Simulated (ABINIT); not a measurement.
# CdSe (Cadmoselite): making up for missing bands, part 2 of 2

Wanted: gap and time of CdSe (Cadmoselite) with truncated and completed band sums.

ABINIT 10.8.3; PBE and many-body steps on it, plane waves. Known limits of the many-body steps: not at the basis limit; exchange with frozen shells missing; mesh may overstate the screening; no spin-orbit coupling; coarse k mesh.

So far. Step 3 (Screening, 3×3×2 mesh, 120 bands, screening to 122.5 eV): Local fields lower ε∞ by 5 %. On a Γ-centred mesh this coarse the value itself is usually too large, while a short band sum pulls it down. Step 4 (120 bands): The gap on the mesh goes from 0.70 eV to 1.79 eV, a correction of +1.09 eV.

The database entry behind the starting cell differs from later determinations by our own check (inner coordinate of an old entry), so it need not match the best structure at ambient conditions.

**6. 44 bands**

This step: G0W0 on PBE, plane waves, norm-conserving pseudopotentials.

File run.abi:

```
acell 3*1.0 Angstrom
rprim 
  4.300000000016 -0.000000000004 0.000000000000
  -2.150000000005 3.723909236288 0.000000000000
  0.000000000000 0.000000000000 7.020000000000
ntypat 2
znucl 48 34
natom 4
typat 1 1 2 2
xred 
  0.333333333333 0.666666666667 0.000000000000
  0.666666666667 0.333333333333 0.500000000000
  0.333333333333 0.666666666667 0.385000000000
  0.666666666667 0.333333333333 0.885000000000
pp_dirpath "pseudos"
pseudos "Cd.upf, Se.upf"
ecut 47
ngkpt 3 3 2
nshiftk 1
shiftk 0 0 0
kptopt 1
chksymbreak 0
istwfk *1
occopt 1
irdwfk 1
optdriver 4
nband 44
gwcalctyp 0
ecutsigx 47
symsigma 1
nkptgw 1
kptgw 
  0.0000000000 0.0000000000 0.0000000000
bdgw 
  35 38
ecuteps 4.5
irdscr 1
ppmodel 1
indata_prefix "in"
outdata_prefix "out"
tmpdata_prefix "tmp"
```

Command:

```sh
> OMP_NUM_THREADS=1 mpirun -n 4 abinit run.abi > log
```

Numbers of over 12 decimals in the logs are rounded to 6 here.

Log:

```text
.Version 10.8.3 of ABINIT. v10.8.2 released Aug 2026.

 Symmetries : space group P6_3 m c (#186); Bravais hP (primitive hexag.)
[... echo of the input left out ...]
== DATASET  1 ==================================================================
-   mpi_nproc: 4, omp_nthreads: 1 (-1 if OMP is not activated)

--- !DatasetInfo
iteration_state: {dtset: 1, }
dimensions: {natom: 4, nkpt: 6, mband: 44, nsppol: 1, nspinor: 1, nspden: 1, mpw: 11752, }
cutoff_energies: {ecut:  47.0, pawecutdg:  -1.0, }
electrons: {nelect:   7.20000000E+01, charge:   0.00000000E+00, occopt:   1.00000000E+00, tsmear:   1.00000000E-02, }

 SIGMA: Calculation of the GW corrections

 Based on a program developped by R.W. Godby, V. Olevano, G. Onida, and L. Reining.
 Incorporated in ABINIT by V. Olevano, G.-M. Rignanese, and M. Torrent.
.Using double precision arithmetic ; gwpc =  8

[... cell and pseudopotentials left out ...]
--------------------------------------------------------------------------------

 ==== K-mesh for the wavefunctions ====
 Number of points in the irreducible wedge :     6
[... list of points left out ...]
 Together with 12 symmetry operations and time-reversal symmetry
 yields    18 points in the full Brillouin Zone.

 ==== Q-mesh for screening function ====
 Number of points in the irreducible wedge :     6
[... list of points left out ...]
 Together with 12 symmetry operations and time-reversal symmetry
 yields    18 points in the full Brillouin Zone.

 vcoul_init : cutoff-mode = AUXILIARY_FUNCTION
 q-points for optical limit:   1
     1)      0.000010    0.000020    0.000030
 setmesh: FFT mesh size selected  =    45x   45x   90
          total number of points  =       182250

 Number of electrons calculated from density =   72.0000; Expected =   72.0000
[...]
number of k-points in IBZ                           6
 number of q-points in IBZ                           6
 number of symmetry operations                      12
 number of k-points in BZ                           18
 number of q-points in BZ                           18
 number of frequencies for dSigma/dE                 9
 frequency step for dSigma/dE [eV]                0.25
 number of omega for Sigma on real axis              0
 max omega for Sigma on real axis  [eV]           0.00
 zcut for avoiding poles [eV]                     0.10

 EPSILON^-1 parameters (SCR file):
 dimension of the eps^-1 matrix on file            337
 dimension of the eps^-1 matrix used               337
 number of plane-waves for wavefunctions         11621
 number of bands                                    44
 number of q-points in IBZ                           6
 number of frequencies                               2
 number of real frequencies                          1
 number of imag frequencies                          1

 matrix elements of self-energy operator (all in [eV])

 Perturbative Calculation

--- !SelfEnergy_ee
iteration_state: {dtset: 1, }
kpoint     : [   0.000,    0.000,    0.000, ]
spin       : 1
KS_gap     :    0.701
QP_gap     :    2.259
Delta_QP_KS:    1.558
data: !SigmaeeData |
     Band     E0 <VxcDFT>   SigX SigC(E0)      Z dSigC/dE  Sig(E)    E-E0       E
       35   3.993 -15.575 -19.205   3.269   0.788  -0.269 -15.859  -0.284   3.709
       36   3.993 -15.575 -19.205   3.269   0.788  -0.269 -15.859  -0.284   3.709
       37   4.694 -11.685  -8.087  -2.030   0.813  -0.230 -10.410   1.274   5.968
       38   6.115 -11.359  -7.242  -2.157   0.816  -0.226  -9.760   1.599   7.714

== END DATASET(S) ==============================================================
================================================================================

 -outvars: echo values of variables after computation  --------
           etotal      0.0000000000E+00
            nband          44
             nkpt           6
          spgroup         186
 [... the other variables as echoed above ...]

 Calculation completed.
```

It took 6 s on 4 MPI ranks of Arm Neoverse V1, shared host; peak memory 1.3 GiB.

Numbers from this step:

```
G0W0 gap on the points computed              : 2.259 eV
starting gap on the mesh                     : 0.7010 eV
k of the valence top                         : 0, 0, 0
k of the conduction bottom                   : 0, 0, 0
Z at the valence top                         : 0.788
Z at the conduction bottom                   : 0.813
least direct G0W0 gap on the computed points : 2.259 eV
```

Against G0W0 in ABINIT (3×3×2 mesh, 120 bands, screening to 122.5 eV, Godby-Needs plasmon pole), the gap moves by +0.471 eV.

**7. Screening, 3×3×2 mesh, 44 bands, screening to 122.5 eV**

This step: RPA screening on PBE, plane waves, norm-conserving pseudopotentials.

Changes to run.abi since step 6:

```diff
@@ -25,15 +25,10 @@
 irdwfk 1
-optdriver 4
+optdriver 3
 nband 44
-gwcalctyp 0
-ecutsigx 47
-symsigma 1
-nkptgw 1
-kptgw 
-  0.0000000000 0.0000000000 0.0000000000
-bdgw 
-  35 38
 ecuteps 4.5
-irdscr 1
-ppmodel 1
+inclvkb 2
+awtr 1
+symchi 1
+gwcomp 1
+gwencomp 3
 indata_prefix "in"
```

Log:

```text
.Version 10.8.3 of ABINIT. v10.8.2 released Aug 2026.

 Symmetries : space group P6_3 m c (#186); Bravais hP (primitive hexag.)
[... echo of the input left out ...]
== DATASET  1 ==================================================================
-   mpi_nproc: 4, omp_nthreads: 1 (-1 if OMP is not activated)

--- !DatasetInfo
iteration_state: {dtset: 1, }
dimensions: {natom: 4, nkpt: 6, mband: 44, nsppol: 1, nspinor: 1, nspden: 1, mpw: 11752, }
cutoff_energies: {ecut:  47.0, pawecutdg:  -1.0, }
[...]
--------------------------------------------------------------------------------
[... chi0 elements left out ...]
 For q-point:  0.000010 0.000020 0.000030
  dielectric constant =  49.0988
  dielectric constant without local fields =  51.4644

  Average fulfillment of the sum rule on Im[epsilon] for q-point    1 :    193.58  [%]
[... wings left out ...]
  q-point number  2        q = ( 0.333333, 0.000000, 0.000000) [r.l.u.]
--------------------------------------------------------------------------------
[... chi0 elements left out ...]
  Average fulfillment of the sum rule on Im[epsilon] for q-point    2 :    206.36  [%]

 [... 4 further q-points ...]
```

It took 48 s on 4 MPI ranks; peak memory 1.5 GiB; 3.2 min of CPU time.

This step gave:

```yaml
eps_infinity_with_local_fields_on_this_mesh_along_the_program_s_q_direction: 49.10
the_same_without_local_fields: 51.46
plasma_frequency: 29.72 eV
plane_waves_in_the_screening_matrix: 337
```

**8. 44 bands, completed**

This step: G0W0 on PBE, plane waves, norm-conserving pseudopotentials.

Changes to run.abi since step 7:

```diff
@@ -25,8 +25,15 @@
 irdwfk 1
-optdriver 3
+optdriver 4
 nband 44
+gwcalctyp 0
+ecutsigx 47
+symsigma 1
+nkptgw 1
+kptgw 
+  0.0000000000 0.0000000000 0.0000000000
+bdgw 
+  35 38
 ecuteps 4.5
-inclvkb 2
-awtr 1
-symchi 1
+irdscr 1
+ppmodel 1
 gwcomp 1
```

Log:

```text
.Version 10.8.3 of ABINIT. v10.8.2 released Aug 2026.

 Symmetries : space group P6_3 m c (#186); Bravais hP (primitive hexag.)
[... echo of the input left out ...]
== DATASET  1 ==================================================================
-   mpi_nproc: 4, omp_nthreads: 1 (-1 if OMP is not activated)

--- !DatasetInfo
iteration_state: {dtset: 1, }
dimensions: {natom: 4, nkpt: 6, mband: 44, nsppol: 1, nspinor: 1, nspden: 1, mpw: 11752, }
cutoff_energies: {ecut:  47.0, pawecutdg:  -1.0, }
[...]
36   3.993 -15.575 -19.205   2.816   0.814  -0.229 -16.237  -0.662   3.331
       37   4.694 -11.685  -8.087  -2.858   0.828  -0.207 -11.072   0.613   5.306
       38   6.115 -11.359  -7.242  -3.020   0.835  -0.198 -10.443   0.916   7.031

== END DATASET(S) ==============================================================
================================================================================

 -outvars: echo values of variables after computation  --------
           etotal      0.0000000000E+00
            nband          44
             nkpt           6
          spgroup         186
 [... the other variables as echoed above ...]

 Calculation completed.
```

Wall time 6.1 s (4 MPI ranks); peak memory 1.2 GiB.

Numbers from this step:

- G0W0 gap on the points computed: 1.975 eV
- starting gap on the mesh: 0.7010 eV
- k of the valence top: 0, 0, 0
- k of the conduction bottom: 0, 0, 0
- least direct G0W0 gap on the computed points: 1.975 eV

Against G0W0 in ABINIT (3×3×2 mesh, 120 bands, screening to 122.5 eV, Godby-Needs plasmon pole), the gap moves by +0.187 eV.

**9. Screening, 3×3×2 mesh, 66 bands, screening to 122.5 eV**

This step: RPA screening on PBE, plane waves, norm-conserving pseudopotentials.

Changes to run.abi since step 8:

```diff
@@ -25,17 +25,8 @@
 irdwfk 1
-optdriver 4
-nband 44
-gwcalctyp 0
-ecutsigx 47
-symsigma 1
-nkptgw 1
-kptgw 
-  0.0000000000 0.0000000000 0.0000000000
-bdgw 
-  35 38
+optdriver 3
+nband 66
 ecuteps 4.5
-irdscr 1
-ppmodel 1
-gwcomp 1
-gwencomp 3
+inclvkb 2
+awtr 1
+symchi 1
 indata_prefix "in"
```

Log:

```text
.Version 10.8.3 of ABINIT. v10.8.2 released Aug 2026.

 Symmetries : space group P6_3 m c (#186); Bravais hP (primitive hexag.)
[... echo of the input left out ...]
== DATASET  1 ==================================================================
-   mpi_nproc: 4, omp_nthreads: 1 (-1 if OMP is not activated)

--- !DatasetInfo
iteration_state: {dtset: 1, }
dimensions: {natom: 4, nkpt: 6, mband: 66, nsppol: 1, nspinor: 1, nspden: 1, mpw: 11752, }
cutoff_energies: {ecut:  47.0, pawecutdg:  -1.0, }
[...]
--------------------------------------------------------------------------------
[... chi0 elements left out ...]
 For q-point:  0.000010 0.000020 0.000030
  dielectric constant =  48.8925
  dielectric constant without local fields =  51.7818

  Average fulfillment of the sum rule on Im[epsilon] for q-point    1 :     20.18  [%]
[... wings left out ...]
  q-point number  2        q = ( 0.333333, 0.000000, 0.000000) [r.l.u.]
--------------------------------------------------------------------------------
[... chi0 elements left out ...]
  Average fulfillment of the sum rule on Im[epsilon] for q-point    2 :     24.21  [%]

 [... 4 further q-points ...]
```

Wall time 30 s (4 MPI ranks); peak memory 1.6 GiB.

Numbers from this step:

```
ε∞ with local fields, on this mesh, along the program's q direction : 48.89
the same without local fields                                       : 51.78
plasma frequency                                                    : 29.72 eV
plane waves in the screening matrix                                 : 337
```

**10. 66 bands**

This step: G0W0 on PBE, plane waves, norm-conserving pseudopotentials.

Changes to run.abi since step 9:

```diff
@@ -25,8 +25,15 @@
 irdwfk 1
-optdriver 3
+optdriver 4
 nband 66
+gwcalctyp 0
+ecutsigx 47
+symsigma 1
+nkptgw 1
+kptgw 
+  0.0000000000 0.0000000000 0.0000000000
+bdgw 
+  35 38
 ecuteps 4.5
-inclvkb 2
-awtr 1
-symchi 1
+irdscr 1
+ppmodel 1
 indata_prefix "in"
```

Log:

```text
.Version 10.8.3 of ABINIT. v10.8.2 released Aug 2026.

 Symmetries : space group P6_3 m c (#186); Bravais hP (primitive hexag.)
[... echo of the input left out ...]
== DATASET  1 ==================================================================
-   mpi_nproc: 4, omp_nthreads: 1 (-1 if OMP is not activated)

--- !DatasetInfo
iteration_state: {dtset: 1, }
dimensions: {natom: 4, nkpt: 6, mband: 66, nsppol: 1, nspinor: 1, nspden: 1, mpw: 11752, }
cutoff_energies: {ecut:  47.0, pawecutdg:  -1.0, }
[...]
36   3.993 -15.575 -19.205   3.035   0.791  -0.265 -16.045  -0.470   3.523
       37   4.694 -11.685  -8.087  -2.671   0.813  -0.230 -10.931   0.753   5.447
       38   6.115 -11.359  -7.242  -2.896   0.813  -0.230 -10.366   0.993   7.108

== END DATASET(S) ==============================================================
================================================================================

 -outvars: echo values of variables after computation  --------
           etotal      0.0000000000E+00
            nband          66
             nkpt           6
          spgroup         186
 [... the other variables as echoed above ...]

 Calculation completed.
```

Wall time 6.8 s (4 MPI ranks); peak memory 1.5 GiB.

This step gave:

```
G0W0 gap on the points computed              : 1.924 eV
starting gap on the mesh                     : 0.7010 eV
k of the valence top                         : 0, 0, 0
k of the conduction bottom                   : 0, 0, 0
least direct G0W0 gap on the computed points : 1.924 eV
```

Against G0W0 in ABINIT (3×3×2 mesh, 120 bands, screening to 122.5 eV, Godby-Needs plasmon pole), the gap moves by +0.136 eV.

**11. Screening, 3×3×2 mesh, 66 bands, screening to 122.5 eV**

This step: RPA screening on PBE, plane waves, norm-conserving pseudopotentials.

Changes to run.abi since step 10:

```diff
@@ -25,15 +25,10 @@
 irdwfk 1
-optdriver 4
+optdriver 3
 nband 66
-gwcalctyp 0
-ecutsigx 47
-symsigma 1
-nkptgw 1
-kptgw 
-  0.0000000000 0.0000000000 0.0000000000
-bdgw 
-  35 38
 ecuteps 4.5
-irdscr 1
-ppmodel 1
+inclvkb 2
+awtr 1
+symchi 1
+gwcomp 1
+gwencomp 2
 indata_prefix "in"
```

Log:

```text
.Version 10.8.3 of ABINIT. v10.8.2 released Aug 2026.

 Symmetries : space group P6_3 m c (#186); Bravais hP (primitive hexag.)
[... echo of the input left out ...]
== DATASET  1 ==================================================================
-   mpi_nproc: 4, omp_nthreads: 1 (-1 if OMP is not activated)

--- !DatasetInfo
iteration_state: {dtset: 1, }
dimensions: {natom: 4, nkpt: 6, mband: 66, nsppol: 1, nspinor: 1, nspden: 1, mpw: 11752, }
cutoff_energies: {ecut:  47.0, pawecutdg:  -1.0, }
[...]
--------------------------------------------------------------------------------
[... chi0 elements left out ...]
 For q-point:  0.000010 0.000020 0.000030
  dielectric constant =  49.4888
  dielectric constant without local fields =  51.7818

  Average fulfillment of the sum rule on Im[epsilon] for q-point    1 :    138.92  [%]
[... wings left out ...]
  q-point number  2        q = ( 0.333333, 0.000000, 0.000000) [r.l.u.]
--------------------------------------------------------------------------------
[... chi0 elements left out ...]
  Average fulfillment of the sum rule on Im[epsilon] for q-point    2 :    143.02  [%]

 [... 4 further q-points ...]
```

Wall time 66 s (4 MPI ranks); peak memory 1.6 GiB.

This step gave:

| Property | Result |
| --- | --- |
| ε∞ with local fields, on this mesh, along the program's q direction | 49.49 |
| the same without local fields | 51.78 |
| plasma frequency | 29.72 eV |
| plane waves in the screening matrix | 337 |

**12. 66 bands, completed**

This step: G0W0 on PBE, plane waves, norm-conserving pseudopotentials.

Changes to run.abi since step 11:

```diff
@@ -25,8 +25,15 @@
 irdwfk 1
-optdriver 3
+optdriver 4
 nband 66
+gwcalctyp 0
+ecutsigx 47
+symsigma 1
+nkptgw 1
+kptgw 
+  0.0000000000 0.0000000000 0.0000000000
+bdgw 
+  35 38
 ecuteps 4.5
-inclvkb 2
-awtr 1
-symchi 1
+irdscr 1
+ppmodel 1
 gwcomp 1
```

Log:

```text
.Version 10.8.3 of ABINIT. v10.8.2 released Aug 2026.

 Symmetries : space group P6_3 m c (#186); Bravais hP (primitive hexag.)
[... echo of the input left out ...]
== DATASET  1 ==================================================================
-   mpi_nproc: 4, omp_nthreads: 1 (-1 if OMP is not activated)

--- !DatasetInfo
iteration_state: {dtset: 1, }
dimensions: {natom: 4, nkpt: 6, mband: 66, nsppol: 1, nspinor: 1, nspden: 1, mpw: 11752, }
cutoff_energies: {ecut:  47.0, pawecutdg:  -1.0, }
[...]
36   3.993 -15.575 -19.205   2.290   0.798  -0.252 -16.645  -1.070   2.923
       37   4.694 -11.685  -8.087  -3.522   0.818  -0.223 -11.623   0.062   4.756
       38   6.115 -11.359  -7.242  -3.796   0.820  -0.220 -11.096   0.263   6.378

== END DATASET(S) ==============================================================
================================================================================

 -outvars: echo values of variables after computation  --------
           etotal      0.0000000000E+00
            nband          66
             nkpt           6
          spgroup         186
 [... the other variables as echoed above ...]

 Calculation completed.
```

Elapsed: 7.1 s, on 4 MPI ranks; peak memory 1.5 GiB; 28 s of CPU time.

This step gave:

```
G0W0 gap on the points computed              : 1.833 eV
starting gap on the mesh                     : 0.7010 eV
k of the valence top                         : 0, 0, 0
k of the conduction bottom                   : 0, 0, 0
least direct G0W0 gap on the computed points : 1.833 eV
```

Against G0W0 in ABINIT (3×3×2 mesh, 120 bands, screening to 122.5 eV, Godby-Needs plasmon pole), the gap moves by +0.045 eV.

**13. The runs together**

Times are wall times on 4 MPI ranks of Arm Neoverse V1, shared host, good to a factor of about two. A run's time includes the screening step that it read.

| run | mesh | bands | screening cutoff (eV) | DFT gap (eV) | gap on the mesh (eV) | direct (eV) | ε∞ used | time |
| --- | --- | --- | --- | --- | --- | --- | --- | --- |
| 120 bands | 3×3×2 | 120 | 122.5 | 0.701 | 1.788 | 1.788 | 49.31 | 80 s |
| 44 bands | 3×3×2 | 44 | 122.5 | 0.701 | 2.259 | 2.259 | 48.37 | 17 s |
| 44 bands, completed | 3×3×2 | 44 | 122.5 | 0.701 | 1.975 | 1.975 | 49.10 | 54 s |
| 66 bands | 3×3×2 | 66 | 122.5 | 0.701 | 1.924 | 1.924 | 48.89 | 36 s |
| 66 bands, completed | 3×3×2 | 66 | 122.5 | 0.701 | 1.833 | 1.833 | 49.49 | 73 s |

**14. Results**

```json
{"120 bands": "1.788 eV", "44 bands": "2.259 eV", "44 bands, completed": "1.975 eV", "66 bands": "1.924 eV", "66 bands, completed": "1.833 eV"}
```

In words: 44 bands: +0.471 eV against 120 bands. 44 bands, completed: +0.187 eV against 120 bands. 66 bands: +0.136 eV against 120 bands. 66 bands, completed: +0.045 eV against 120 bands. The row with most bands is itself short of the limit, so it is no exact reference, and agreement of a truncated run with it can be a cancellation between the edges. In the first G0W0 run levels were corrected at 1 k point alone, so a gap called «on the mesh» is the least over those, and an edge elsewhere would be missed. The 3×3×2 mesh is coarse for this cell, which bears on the long-range parts of exchange and screening. The norm-conserving file of at least one element keeps a d shell over frozen s and p shells of the same row. Exchange with those shells is missing from the self-energy, an error of 0.3 to 0.9 eV in cases checked, whose sign depends on which edge lies on those atoms. The RPA ε∞ on this mesh reaches over 25; with a narrow direct gap a coarse mesh can overstate it, and the correction is then too small. The many-body steps are scalar-relativistic: spin-orbit coupling is not in them.

[Paths, hosts, dates, memory and timing lines, banners, echoed tables and standing remarks are left out of the program output.]

[Logs are printed without paths, hosts, clocks, repeated set-up lines and the standing remarks that a program may print on its own settings, such as how far it seeks lower states.]

[Runs of the session that timed out or met a known fault of the program may be left out.]

[No measured gap is set beside runs whose start may be inverted or whose files or cutoffs have a known fault.]

[Hosts, paths, dates, database ids (printed as entryN), source tags and the programs' standing remarks are cut or masked in the printed files.]

[G0W0 gaps are taken among the corrected bands and points alone; a level outside them can change the order at an edge.]

[Where Ansatz stands beside ABINIT at settings called matched, ABINIT's density can come from a denser mesh and the files from another edition; pairs whose starting gaps differed by over 0.03 eV were left out, so agreement reads better than it is.]
